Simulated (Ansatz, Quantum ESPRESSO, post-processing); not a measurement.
# Thickness dependence of 1T-PtS2, part 8 of 8

What does each added layer of 1T-PtS2 bring in screening, and what does it do to the gap?

Quantum ESPRESSO 7.5; plane-wave DFT, PBE, GBRV ultrasoft pseudopotentials; geometry by Ansatz 0.2.0 with PAW datasets.

So far. Step 14 (Band structure, 2 layers: no field): Along this path the valence top lies between Γ and M and the conduction bottom between Γ and M. Step 20 (Potential by pp.x, 3 layers): The slope in the vacuum is 0.100 eV/Å for an applied 0.10 V/Å, as it should be.

### 21. Band structure, 3 layers: no field

n3.f0.bands.in

```
&control
  prefix = 'n3.f0.bands'
  outdir = './out'
  pseudo_dir = './pseudo'
  calculation = 'bands'
  tefield = .true.
  dipfield = .true.
/
&system
  ibrav = 0
  nat = 9
  ntyp = 2
  ecutwfc = 40
  ecutrho = 200
  occupations = 'smearing'
  smearing = 'fd'
  degauss = 0.004
  edir = 3
  emaxpos = 0.97
  eopreg = 0.04
  eamp = 0.0
  nbnd = 46
/
&electrons
  conv_thr = 1e-07
  mixing_beta = 0.4
  electron_maxstep = 120
  mixing_mode = 'local-TF'
/
ATOMIC_SPECIES
  S   32.0600  s_pbe_v1.4.uspp.F.UPF
  Pt  195.0840  pt_pbe_v1.4.uspp.F.UPF
CELL_PARAMETERS angstrom
  3.56796606806129 0.00000000000000 -0.00000000000000
  -1.78398303403065 3.08994925478196 0.00000000000000
  -0.00000000000000 0.00000000000000 29.64225918010000
ATOMIC_POSITIONS crystal
  S   0.666666666667 0.333333333333 0.298968947047
  Pt  -0.000000000000 -0.000000000000 0.340711738871
  S   0.333333333333 0.666666666667 0.381364556479
  S   0.666666666667 0.333333333333 0.459020298276
  Pt  -0.000000000000 -0.000000000000 0.500000707189
  S   0.333333333333 0.666666666667 0.540981132437
  S   0.666666666667 0.333333333333 0.618634723183
  Pt  0.000000000000 0.000000000000 0.659287551902
  S   0.333333333333 0.666666666667 0.701030344616
K_POINTS crystal_b
4
  0.0000000000 0.0000000000 0.0000000000 12
  0.5000000000 0.0000000000 0.0000000000 12
  0.3333333333 0.3333333333 0.0000000000 12
  0.0000000000 0.0000000000 0.0000000000 1
```

Command:

```sh
$ cp -r out/n3.f0.save out/n3.f0.bands.save
$ cp out/n3.f0.xml out/n3.f0.bands.xml
$ OMP_NUM_THREADS=1 mpirun -n 4 pw.x -nk 4 -in n3.f0.bands.in > n3.f0.bands.out
```

What it wrote:

```text
[banner, memory and clock lines left out]
Program PWSCF v.7.5 starts

          URL

     Presently no symmetry can be used with electric field

     Atomic positions and unit cell read from directory:
     ./out/n3.f0.bands.save/

     G-vector sticks info

     bravais-lattice index     =            0
     lattice parameter (alat)  =       6.7425  a.u.
     unit-cell volume          =    2205.3624 (a.u.)^3
     number of atoms/cell      =            9
     number of atomic types    =            2
     number of electrons       =        84.00
     number of Kohn-Sham states=           46
     kinetic-energy cutoff     =      40.0000  Ry
     charge density cutoff     =     200.0000  Ry
     Exchange-correlation=  SLA  PW   PBX  PBC
                           (   1   4   3   4   0   0   0)

     celldm(1)=   6.742479  celldm(2)=   0.000000  celldm(3)=   0.000000
     celldm(4)=   0.000000  celldm(5)=   0.000000  celldm(6)=   0.000000

     crystal axes: (cart. coord. in units of alat)
               a(1) = (   1.000000   0.000000  -0.000000 )
               a(2) = (  -0.500000   0.866025   0.000000 )
               a(3) = (  -0.000000   0.000000   8.307887 )

     reciprocal axes: (cart. coord. in units 2 pi/alat)
               b(1) = (  1.000000  0.577350  0.000000 )
               b(2) = ( -0.000000  1.154701 -0.000000 )
               b(3) = (  0.000000  0.000000  0.120368 )

     PseudoPot. # 1 for S  read from file:
     ./pseudo/s_pbe_v1.4.uspp.F.UPF
     Pseudo is Ultrasoft + core correction, Zval =  6.0
     Generated by new atomic code, or converted to UPF format
     Using radial grid of  907 points,  6 beta functions with:
                l(1) =   0
                l(2) =   0
                l(3) =   1
                l(4) =   1
                l(5) =   2
                l(6) =   2
     Q(r) pseudized with  8 coefficients,  rinner =    1.300   1.300   1.300
                                                       1.300   1.300

     PseudoPot. # 2 for Pt read from file:
     ./pseudo/pt_pbe_v1.4.uspp.F.UPF
     Pseudo is Ultrasoft + core correction, Zval = 16.0
     Generated by new atomic code, or converted to UPF format
     Using radial grid of  985 points,  6 beta functions with:
                l(1) =   0
                l(2) =   0
                l(3) =   1
                l(4) =   1
                l(5) =   2
                l(6) =   2
     Q(r) pseudized with  8 coefficients,  rinner =    1.300   1.300   1.300
                                                       1.300   1.300

     atomic species   valence    mass     pseudopotential
     S                 6.00    32.06000     S ( 1.00)
     Pt               16.00   195.08400     Pt( 1.00)

     No symmetry found

   Cartesian axes

     site n.     atom                  positions (alat units)
         1        S      tau(   1) = (   0.5000000   0.2886751   2.4838003  )
         2        Pt     tau(   2) = (   0.0000000   0.0000000   2.8305947  )
         3        S      tau(   3) = (  -0.0000000   0.5773503   3.1683337  )
         4        S      tau(   4) = (   0.5000000   0.2886751   3.8134888  )
         5        Pt     tau(   5) = (   0.0000000   0.0000000   4.1539494  )
         6        S      tau(   6) = (  -0.0000000   0.5773503   4.4944102  )
         7        S      tau(   7) = (   0.5000000   0.2886751   5.1395474  )
         8        Pt     tau(   8) = (   0.0000000   0.0000000   5.4772865  )
         9        S      tau(   9) = (  -0.0000000   0.5773503   5.8240809  )

     number of k points=    37  Fermi-Dirac smearing, width (Ry)=  0.0040
                       cart. coord. in units 2pi/alat
        k(    1) = (   0.0000000   0.0000000   0.0000000), wk =   0.0540541
        k(    2) = (   0.0416667   0.0240563   0.0000000), wk =   0.0540541
        k(    3) = (   0.0833333   0.0481125   0.0000000), wk =   0.0540541
        k(    4) = (   0.1250000   0.0721688   0.0000000), wk =   0.0540541
        k(    5) = (   0.1666667   0.0962250   0.0000000), wk =   0.0540541
        k(    6) = (   0.2083333   0.1202813   0.0000000), wk =   0.0540541
        k(    7) = (   0.2500000   0.1443376   0.0000000), wk =   0.0540541
        k(    8) = (   0.2916667   0.1683938   0.0000000), wk =   0.0540541
        k(    9) = (   0.3333333   0.1924501   0.0000000), wk =   0.0540541
        k(   10) = (   0.3750000   0.2165064   0.0000000), wk =   0.0540541
        k(   11) = (   0.4166667   0.2405626   0.0000000), wk =   0.0540541
        k(   12) = (   0.4583333   0.2646189   0.0000000), wk =   0.0540541
        k(   13) = (   0.5000000   0.2886751   0.0000000), wk =   0.0540541
        k(   14) = (   0.4861111   0.3127314   0.0000000), wk =   0.0540541
        k(   15) = (   0.4722222   0.3367877   0.0000000), wk =   0.0540541
        k(   16) = (   0.4583333   0.3608439   0.0000000), wk =   0.0540541
        k(   17) = (   0.4444444   0.3849002   0.0000000), wk =   0.0540541
        k(   18) = (   0.4305556   0.4089564   0.0000000), wk =   0.0540541
        k(   19) = (   0.4166667   0.4330127   0.0000000), wk =   0.0540541
        k(   20) = (   0.4027778   0.4570690   0.0000000), wk =   0.0540541
        k(   21) = (   0.3888889   0.4811252   0.0000000), wk =   0.0540541
        k(   22) = (   0.3750000   0.5051815   0.0000000), wk =   0.0540541
        k(   23) = (   0.3611111   0.5292377   0.0000000), wk =   0.0540541
        k(   24) = (   0.3472222   0.5532940   0.0000000), wk =   0.0540541
        k(   25) = (   0.3333333   0.5773503   0.0000000), wk =   0.0540541
        k(   26) = (   0.3055556   0.5292377   0.0000000), wk =   0.0540541
        k(   27) = (   0.2777778   0.4811252   0.0000000), wk =   0.0540541
        k(   28) = (   0.2500000   0.4330127   0.0000000), wk =   0.0540541
        k(   29) = (   0.2222222   0.3849002   0.0000000), wk =   0.0540541
        k(   30) = (   0.1944444   0.3367877   0.0000000), wk =   0.0540541
        k(   31) = (   0.1666667   0.2886751   0.0000000), wk =   0.0540541
        k(   32) = (   0.1388889   0.2405626   0.0000000), wk =   0.0540541
        k(   33) = (   0.1111111   0.1924501   0.0000000), wk =   0.0540541
        k(   34) = (   0.0833333   0.1443376   0.0000000), wk =   0.0540541
        k(   35) = (   0.0555556   0.0962250   0.0000000), wk =   0.0540541
        k(   36) = (   0.0277778   0.0481125   0.0000000), wk =   0.0540541
        k(   37) = (   0.0000000   0.0000000   0.0000000), wk =   0.0540541

     Dense  grid:   105289 G-vectors     FFT dimensions: (  32,  32, 256)

     Smooth grid:    75483 G-vectors     FFT dimensions: (  27,  27, 225)

     The potential is recalculated from file :
     ./out/n3.f0.bands.save/charge-density

[...]
-0.5683  -0.5670  -0.4105  -0.1521   0.5141   0.5773   0.7286   0.9610
     1.2475   1.4938   3.6718   3.7319   4.0070   4.3338

          k = 0.3750 0.5052 0.0000 (  9437 PWs)   bands (ev):

   -51.0787 -51.0734 -51.0309 -51.0308 -51.0257 -51.0255 -50.9612 -50.9122
   -50.9121 -10.6266 -10.6102 -10.5028 -10.4465 -10.2695 -10.2684  -4.1979
    -4.0570  -4.0248  -3.6729  -3.4568  -3.3933  -3.1035  -2.9799  -2.8727
    -1.9588  -1.9580  -1.7068  -1.6928  -1.6529  -1.5458  -0.8208  -0.7074
    -0.6124  -0.6105  -0.4016  -0.0607   0.6008   0.6551   0.7835   0.9542
     1.2246   1.4731   3.6085   3.6365   3.9763   4.3258

          k = 0.3611 0.5292 0.0000 (  9429 PWs)   bands (ev):

   -51.0780 -51.0744 -51.0302 -51.0301 -51.0267 -51.0266 -50.9612 -50.9122
   -50.9121 -10.5843 -10.5827 -10.5011 -10.4641 -10.2627 -10.2625  -4.0985
    -3.9322  -3.8975  -3.6890  -3.4814  -3.4221  -3.2572  -3.1520  -3.0730
    -1.8849  -1.8294  -1.7131  -1.6673  -1.6581  -1.5717  -0.9528  -0.7687
    -0.6507  -0.6488  -0.3954   0.0114   0.6439   0.7166   0.8885   0.9420
     1.1901   1.4167   3.5263   3.5926   3.9922   4.2677

          k = 0.3472 0.5533 0.0000 (  9457 PWs)   bands (ev):

   -51.0772 -51.0754 -51.0294 -51.0293 -51.0277 -51.0276 -50.9612 -50.9122
   -50.9121 -10.5561 -10.5461 -10.5099 -10.4867 -10.2568 -10.2567  -4.0325
    -3.8018  -3.7727  -3.6991  -3.5182  -3.4852  -3.3601  -3.2595  -3.2288
    -1.8225  -1.7675  -1.6868  -1.6499  -1.6316  -1.5869  -1.0754  -0.8174
    -0.6784  -0.6765  -0.3934   0.0571   0.6792   0.7405   0.9504   0.9817
     1.1701   1.3318   3.4914   3.5450   4.0439   4.1918

          k = 0.3333 0.5774 0.0000 (  9447 PWs)   bands (ev):

   -51.0763 -51.0763 -51.0286 -51.0285 -51.0285 -51.0284 -50.9612 -50.9122
   -50.9121 -10.5302 -10.5302 -10.5134 -10.5134 -10.2542 -10.2541  -4.0101
    -3.7248  -3.7248  -3.6775  -3.5466  -3.5466  -3.4110  -3.2844  -3.2843
    -1.7852  -1.7852  -1.6505  -1.6505  -1.5950  -1.5949  -1.1348  -0.8372
    -0.6890  -0.6871  -0.3937   0.0725   0.7179   0.7179   0.9863   0.9863
     1.2309   1.2310   3.5041   3.5041   4.1145   4.1145

          k = 0.3056 0.5292 0.0000 (  9431 PWs)   bands (ev):

   -51.0777 -51.0745 -51.0300 -51.0299 -51.0268 -51.0267 -50.9612 -50.9122
   -50.9121 -10.6087 -10.5797 -10.4792 -10.4722 -10.2669 -10.2668  -4.0551
    -3.8646  -3.8577  -3.7208  -3.5251  -3.3734  -3.2896  -3.2037  -3.1229
    -1.8297  -1.8167  -1.7502  -1.7017  -1.6640  -1.6288  -0.9170  -0.7491
    -0.6379  -0.6364  -0.3793   0.0219   0.6119   0.7483   0.8797   0.9238
     1.2019   1.4588   3.4605   3.6471   3.9851   4.2563

          k = 0.2778 0.4811 0.0000 (  9435 PWs)   bands (ev):

   -51.0785 -51.0727 -51.0308 -51.0307 -51.0250 -51.0249 -50.9613 -50.9123
   -50.9122 -10.7470 -10.6705 -10.4801 -10.4357 -10.2960 -10.2958  -4.0957
    -3.9557  -3.9516  -3.7458  -3.4879  -3.2637  -3.1657  -3.0118  -2.8381
    -2.0057  -1.9791  -1.8390  -1.7874  -1.7354  -1.6639  -0.5590  -0.5378
    -0.4895  -0.4859  -0.2937  -0.0713   0.4946   0.6042   0.6244   1.0151
     1.3478   1.6778   3.4669   3.8023   3.9904   4.2985

          k = 0.2500 0.4330 0.0000 (  9415 PWs)   bands (ev):

   -51.0785 -51.0709 -51.0307 -51.0306 -51.0232 -51.0231 -50.9615 -50.9125
   -50.9124 -10.9460 -10.8048 -10.5753 -10.4337 -10.3018 -10.2867  -4.0832
    -3.9318  -3.8701  -3.7813  -3.4800  -3.1963  -3.0737  -2.8597  -2.6625
    -2.1769  -2.1682  -1.9136  -1.8913  -1.7688  -1.6427  -0.3948  -0.3276
    -0.3183  -0.1700  -0.1311  -0.0590   0.4104   0.4957   0.5521   1.1394
     1.4924   1.8656   3.5143   3.7807   4.2112   4.2362

          k = 0.2222 0.3849 0.0000 (  9401 PWs)   bands (ev):

   -51.0776 -51.0692 -51.0298 -51.0297 -51.0215 -51.0214 -50.9617 -50.9128
   -50.9126 -11.1923 -10.9937 -10.7515 -10.4672 -10.2795 -10.2213  -3.9757
    -3.9224  -3.7302  -3.7155  -3.4841  -3.1732  -3.0317  -2.7915  -2.6365
    -2.3532  -2.2461  -1.9888  -1.9677  -1.7705  -1.5959  -0.3568  -0.2651
    -0.2464  -0.0714   0.0782   0.3275   0.5157   0.6941   0.6977   1.2517
     1.6140   2.0169   3.6017   3.7561   4.0843   4.3202

          k = 0.1944 0.3368 0.0000 (  9391 PWs)   bands (ev):

   -51.0760 -51.0676 -51.0282 -51.0281 -51.0200 -51.0199 -50.9621 -50.9131
   -50.9130 -11.4644 -11.2244 -10.9754 -10.4970 -10.2433 -10.1331  -3.9976
    -3.8123  -3.7004  -3.5670  -3.4051  -3.2210  -2.9910  -2.7589  -2.6903
    -2.4755  -2.2530  -1.9994  -1.9748  -1.7909  -1.5978  -0.4089  -0.2929
    -0.2565   0.1442   0.4247   0.7580   0.7610   0.9731   1.0759   1.3452
     1.7097   2.1321   3.7072   3.7344   3.9603   4.0768

          k = 0.1667 0.2887 0.0000 (  9407 PWs)   bands (ev):

   -51.0737 -51.0662 -51.0260 -51.0259 -51.0185 -51.0184 -50.9624 -50.9134
   -50.9133 -11.7404 -11.4727 -11.2194 -10.5177 -10.2000 -10.0341  -4.0693
    -3.8366  -3.6267  -3.4634  -3.4006  -3.3312  -3.0114  -2.7103  -2.6943
    -2.3946  -2.2029  -1.9278  -1.9053  -1.7938  -1.6502  -0.4092  -0.2907
    -0.2595   0.4650   0.8428   0.9745   1.1221   1.2199   1.4491   1.4617
     1.8225   2.2146   3.5267   3.8707   3.9198   4.0618

          k = 0.1389 0.2406 0.0000 (  9429 PWs)   bands (ev):

   -51.0711 -51.0650 -51.0234 -51.0233 -51.0173 -51.0172 -50.9629 -50.9139
   -50.9137 -12.0013 -11.7156 -11.4603 -10.5317 -10.1542  -9.9310  -4.1090
    -3.9472  -3.5977  -3.4914  -3.4715  -3.4568  -3.1969  -2.7341  -2.5971
    -2.0827  -2.0391  -1.7887  -1.7883  -1.7047  -1.6596  -0.3352  -0.2257
    -0.2119   0.8240   1.1039   1.1241   1.2364   1.5175   1.5760   1.6181
     2.0971   2.2801   3.4343   3.8728   4.1265   4.2310

          k = 0.1111 0.1925 0.0000 (  9395 PWs)   bands (ev):

   -51.0684 -51.0639 -51.0207 -51.0206 -51.0163 -51.0162 -50.9632 -50.9142
   -50.9141 -12.2324 -11.9352 -11.6797 -10.5418 -10.1103  -9.8309  -4.1072
    -4.0410  -3.6695  -3.6064  -3.5581  -3.5538  -3.4065  -2.8863  -2.5414
    -1.7717  -1.7629  -1.6087  -1.5970  -1.5425  -1.5349  -0.1857  -0.0873
    -0.0856   0.9415   1.1350   1.1790   1.4975   1.5316   1.6272   1.7047
     2.4076   2.4218   3.6243   3.9147   4.3316   4.3983

          k = 0.0833 0.1443 0.0000 (  9403 PWs)   bands (ev):

   -51.0659 -51.0631 -51.0182 -51.0181 -51.0155 -51.0154 -50.9636 -50.9146
   -50.9145 -12.4225 -12.1182 -11.8634 -10.5493 -10.0720  -9.7414  -4.1092
    -4.0667  -3.7617  -3.7076  -3.6495  -3.6489  -3.5856  -3.0820  -2.5932
    -1.5239  -1.5003  -1.3942  -1.3876  -1.3513  -1.3454   0.0409   0.1401
     0.1429   0.7316   1.0969   1.3328   1.4898   1.5541   1.6385   1.6938
     2.6079   2.6154   3.9963   4.0339   4.3114   4.5105

          k = 0.0556 0.0962 0.0000 (  9419 PWs)   bands (ev):

   -51.0638 -51.0625 -51.0162 -51.0161 -51.0149 -51.0148 -50.9639 -50.9148
   -50.9147 -12.5636 -12.2550 -12.0012 -10.5548 -10.0425  -9.6704  -4.1551
    -4.0002  -3.8394  -3.7737  -3.7297  -3.7265  -3.7123  -3.2682  -2.6812
    -1.3291  -1.2960  -1.2271  -1.2267  -1.1910  -1.1836   0.3241   0.3340
     0.4549   0.6220   1.0634   1.2900   1.5009   1.5059   1.6366   1.6378
     2.5007   2.7720   4.2513   4.2724   4.5598   4.6604

          k = 0.0278 0.0481 0.0000 (  9407 PWs)   bands (ev):

   -51.0625 -51.0622 -51.0149 -51.0148 -51.0146 -51.0145 -50.9640 -50.9150
   -50.9149 -12.6503 -12.3396 -12.0866 -10.5584 -10.0240  -9.6247  -4.1834
    -3.9344  -3.8906  -3.7995  -3.7825  -3.7813  -3.7781  -3.4143  -2.7505
    -1.1966  -1.1818  -1.1167  -1.1117  -1.1014  -1.0960   0.2386   0.5099
     0.8142   0.8688   1.1220   1.2181   1.4564   1.4787   1.5831   1.5939
     2.2029   2.7760   4.4444   4.5007   4.8339   4.8973

          k = 0.0000 0.0000 0.0000 (  9425 PWs)   bands (ev):

   -51.0621 -51.0621 -51.0145 -51.0145 -51.0143 -51.0143 -50.9641 -50.9151
   -50.9150 -12.6795 -12.3681 -12.1154 -10.5596 -10.0177  -9.6089  -4.1935
    -3.9085  -3.9085  -3.8014  -3.8014  -3.7967  -3.7967  -3.4765  -2.7762
    -1.1484  -1.1484  -1.0749  -1.0749  -1.0693  -1.0693   0.1815   0.5510
     1.0240   1.0243   1.1919   1.1919   1.4373   1.4373   1.5639   1.5639
     2.0025   2.7419   4.5659   4.5659   4.9643   4.9643

     XML data file, pseudopotentials, collected wavefunctions

                                        0.00s GPU  (     486 calls)
[key lines of the parts left out:]
Dipole field         -0.0000 Ry au,
```

The job ended after 54 s (4 MPI ranks of Intel Xeon 6975P-C (Granite Rapids), shared host; peak memory 0.62 GiB).

Read from the output:

- dipole along the normal: 0 e·Å
- valence top, on the run's zero: 2.785 eV
- conduction bottom, on the run's zero: 3.370 eV
- gap by band count: 0.5851 eV

Band numbers count within the set of bands kept for display. The electronic bands at the labelled points (eV, zero at the highest filled level of the SCF mesh; v1 is the highest filled band, c1 the lowest empty one):

| point | v4 | v3 | v2 | v1 | c1 | c2 | c3 | c4 |
| --- | --- | --- | --- | --- | --- | --- | --- | --- |
| Γ | -1.22 | -1.22 | -0.78 | -0.04 | 1.78 | 1.78 | 2.18 | 2.18 |
| halfway | -1.35 | -1.30 | -1.04 | -0.49 | 0.63 | 1.11 | 1.28 | 1.71 |
| M | -2.67 | -2.62 | -2.11 | -1.49 | 1.38 | 1.44 | 1.83 | 1.97 |
| halfway | -2.06 | -1.88 | -1.53 | -1.38 | 0.99 | 1.24 | 1.38 | 1.50 |
| K | -1.80 | -1.80 | -1.55 | -1.55 | 0.72 | 0.72 | 1.33 | 1.33 |
| halfway | -1.34 | -1.32 | -0.96 | -0.57 | 0.74 | 1.09 | 1.14 | 1.28 |
| Γ | -1.22 | -1.22 | -0.78 | -0.04 | 1.78 | 1.78 | 2.18 | 2.18 |

Along this path the valence top lies near Γ and the conduction bottom between Γ and M.

### 22. Polarisability from the dipole between 0 and 0.1 V/A, 3 layers

This step gave:

```
polarisability a cell      : 11.70 Å³
sheet polarisability 4πα/A : 13.33 Å
```

Table of change of the potential energy, second field less first by z:

| z (Å) | change of the potential energy, second field less first (eV) |
| --- | --- |
| 0 | -0.406 |
| 1 | -0.714 |
| 2 | -0.614 |
| 3 | -0.514 |
| 4 | -0.414 |
| 5 | -0.314 |
| 6 | -0.215 |
| 7 | -0.120 |
| 8 | -0.0509 |
| 9 | -0.0297 |
| 10 | -0.0281 |
| 11 | -0.0268 |
| 12 | -0.0192 |
| 13 | -0.00666 |
| 14 | -4.6e-4 |
| 15 | 1.4e-4 |
| 16 | 0.00145 |
| 17 | 0.0112 |
| 18 | 0.0234 |
| 19 | 0.0277 |
| 20 | 0.0294 |
| 21 | 0.0349 |
| 22 | 0.0720 |
| 23 | 0.155 |
| 24 | 0.253 |
| 25 | 0.353 |
| 26 | 0.453 |
| 27 | 0.553 |
| 28 | 0.653 |
| 29 | 0.413 |

### 23. The series side by side

All levels:

| level | sheet polarisability (Å) | gap without a field (eV) | vacuum over the valence top of the mesh (eV) | CPU time (s) |
| --- | --- | --- | --- | --- |
| 1 layer | 4.417 | 1.769 | 6.358 | 228.5 |
| 2 layers | 8.909 | 0.7864 | 5.539 | 685.6 |
| 3 layers | 13.33 | 0.5851 | 5.418 | 1898 |

### 24. A check by hand

From 2 to 3 layers, over the growth of the distance between the outermost mean planes: (13.334 − 8.909) Å / 4.699 Å = 0.942 = 1 − 1/ε, so ε = 17.2.

### 25. What came out

* 4πα/A of 1 layer: 4.42 Å
* gap along the path, 1 layer: 1.77 eV
* Kohn-Sham ionisation potential, 1 layer: 6.36 eV
* 4πα/A of 2 layers: 8.91 Å
* gap along the path, 2 layers: 0.79 eV
* Kohn-Sham ionisation potential, 2 layers: 5.52 eV
* 4πα/A of 3 layers: 13.33 Å
* gap along the path, 3 layers: 0.59 eV
* Kohn-Sham ionisation potential, 3 layers: 5.42 eV

**Reading.** The sheet polarisability 4πα/A grows as 4.42, 8.91 and 13.33 Å for 1, 2 and 3 layers (PBE, GBRV ultrasoft). The last layer adds 4.70 Å between the outermost mean planes and 4.42 Å of 4πα/A; 1 − 1/ε = 0.942 gives ε = 17.2 along the normal for the stacked crystal at this spacing. The gap runs 1.77, 0.79 and 0.59 eV, falling with each layer as bands that reach between the layers split. The single layer was relaxed under plain PBE (a = 3.574 Å), the stacks with a dispersion correction (a = 3.560 Å for two layers), so the first step mixes stacking with a strain of -0.4 %. The nearest atoms of neighbouring layers lie 3.09 Å apart. With 1 − 1/ε so near one, ε is touchy: 0.1 Å more spacing would give ε = 12.8. On the path the edges lie as follows: between K and Γ to between Γ and M for 1, between Γ and M to between Γ and M for 2 and near Γ to between Γ and M for 3 (valence top to conduction bottom, by number of layers). One stacking was chosen. The ions are clamped in the field. Semilocal gaps are too small and shrink less with thickness than quasiparticle gaps, which also feel the screening by neighbours. Spin-orbit coupling is left out; depending on the atoms that carry the levels of interest, it can split and shift them by tenths of an eV to an eV or more.

[Logs are printed without paths, hosts, clocks, repeated set-up lines and the standing remarks that a program may print on its own settings, such as how far it seeks lower states.]

[Hosts, paths, dates, database ids (printed as entryN), source tags and the programs' standing remarks are cut or masked in the printed files.]

[Maps of the electrostatic potential energy from Ansatz leave out the sawtooth potential of an applied field or a dipole correction, so their vacuum need not be flat; planar profiles and work functions include it.]
